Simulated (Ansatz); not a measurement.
# Static equation of state of amorphous Si (169 atoms)

Density of this cell: 2.25 g/cm³. The cell holds 169 atoms: 169 Si. Cell: a = 15.231 Å, b = 15.235 Å, c = 15.074 Å, α = 89.8°, β = 89.6°, γ = 88.1°. The starting structure: 169 atoms (169 Si) placed at random at 2.26 g/cm³, melted at 2500 K for 20 ps at fixed volume with the modified Tersoff potential (Kumagai, Izumi, Hara and Sakai, Comput. Mater. Sci. 39, 457 (2007)). Quenched from 2500 K to 300 K at 20 K/ps and fixed volume, held 5 ps. The density is a measured one.

Calculated with Ansatz 0.2.0: Kohn-Sham DFT, PBE, PAW (set soft_2), plane waves; cutoff 420 eV, Γ point, gaussian smearing of 0.025 eV. Cell and atoms were relaxed first, to V0 = 20.687 Å³ an atom at a residual P0 = 0.004 GPa. The cell was then scaled evenly, and the atoms were relaxed at each volume.

| volume (Å³/atom) | pressure (GPa) |
| --- | --- |
| 18.618 | ? |
| 19.446 | 4.775 |
| 20.066 | 2.262 |
| 21.308 | -1.932 |
| 21.928 | -3.345 |

Task: Fit the third-order Birch–Murnaghan equation to the rows given and extrapolate to the withheld row.

**Working.**

Take the Eulerian strain f = ½[(V0/V)^(2/3) − 1] and the normalised pressure F = (P − P0) / [3f(1 + 2f)^(5/2)]. The third-order Birch–Murnaghan equation is then the line F = B0 + (3/2)B0(B′ − 4) f, so u = f and v = F.

```
      u = f  v = F (GPa)
  0.0210564      68.1350
  0.0102569      69.7671
-0.00975632      69.4863
 -0.0190507      64.5747
```

With n = 4: mean u = 6.2657e-4, mean v = 67.9908, Σ(u − ū)² = 0.0010051, Σ(u − ū)(v − v̄) = 0.071744. Slope b = 0.071744 / 0.0010051 = 71.378; intercept a = v̄ − b ū = 67.946.

So B0 = a = 67.9 GPa and B′ = 4 + 2b/(3a) = 4.70. At the withheld volume f = 0.03638, F = a + b f = 70.54 GPa, and P = P0 + 3f(1 + 2f)^(5/2) F.

Prediction at 18.618: 9.181 GPa. The run gave 8.305 GPa, so the fit is high by 0.88 GPa (11 % of the value).

The series isn't one smooth equation of state: even a line fitted to all rows, the withheld one included, misses F by up to 5.0 %, the count of bonds changes along the series and an atom moves over 0.5 Å in some relaxation. B0 and B′ are then only the numbers of this fit, not moduli of the material. Among the rows given, the largest miss of the fit is at 21.928, by 0.10 GPa (0.90 % of the range of the table).

Limits: Static cells at zero temperature; the cell shape is held. The program notes that the SCF threshold of these relaxations is loose for the stress. The quench rate of 20 K/ps is many orders above laboratory rates, so the cell is likely richer in defects and strain than a real sample. The network of bonds at the start is that of the classical potential that made the cell, and needn't be the one that DFT or experiment would give. Only the Γ point is sampled, in a cell whose shortest periodic width is 15 Å.

[Logs are printed without paths, hosts, clocks, repeated set-up lines and the standing remarks that a program may print on its own settings, such as how far it seeks lower states.]

[Hosts, paths, dates, database ids (printed as entryN), source tags and the programs' standing remarks are cut or masked in the printed files.]
